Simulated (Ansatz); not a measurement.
Ga2O3 (R-3c), computed twice by G0W0.

```xyz
10
Lattice="2.4987 1.4426 4.4835 -2.4987 1.4426 4.4835 0.0000 -2.8852 4.4835" Properties=species:S:1:pos:R:3 pbc="T T T"
Ga    0.0000    0.0000   11.5082
Ga    0.0000    0.0000    8.6678
Ga    0.0000    0.0000    1.9425
Ga    0.0000    0.0000    4.7829
O     0.7575    1.5732    5.6044
O     0.9837   -1.4426    5.6044
O    -1.7412   -0.1306    5.6044
O    -0.7575   -1.5732    7.8462
O     1.7412    0.1306    7.8462
O    -0.9837    1.4426    7.8462
```

The cell and positions are those that the Materials Project relaxed with its own functionals (PBE, PBE+U or r2SCAN), kept fixed. This is not the form that Ga2O3 usually takes at ambient conditions.

The first (Ansatz 0.2.0; start PBE, 4×4×4 mesh, 976 empty bands, screening to 270 eV, hard PAW files; 1 × NVIDIA H100 80GB HBM3 (shared by 6 runs) with 3 threads of AMD EPYC 7R13 (Zen 3), shared host) gave, on its mesh: starting gap 2.84 eV, G0W0 gap 4.67 eV, RPA ε∞ (mean) 4.23, 2.4 min.

The second gave: starting gap 2.84 eV, G0W0 gap 4.71 eV, RPA ε∞ (mean) 4.23, 4.3 min.

**Question.** What was changed in the input? Choose among start, files, mesh, bands and cutoff, frequency model or another key.

Changed: empty bands from 976 to 1631 and screening cutoff (eV) from 270.0 to 380. The starting gap stayed, which rules out the functional and points to the GW step. Other changes could give like numbers; this is the one that was made.

Limits: not at the basis limit; no spin-orbit coupling.

[Paths, hosts, dates, memory and timing lines, banners, echoed tables and standing remarks are left out of the program output.]

[Logs are printed without paths, hosts, clocks, repeated set-up lines and the standing remarks that a program may print on its own settings, such as how far it seeks lower states.]

[Runs of the session that timed out or met a known fault of the program may be left out.]

[Cells called generated may have been cut or substituted from an entry of the Crystallography Open Database or the Materials Project.]

[Hosts, paths, dates, database ids (printed as entryN), source tags and the programs' standing remarks are cut or masked in the printed files.]
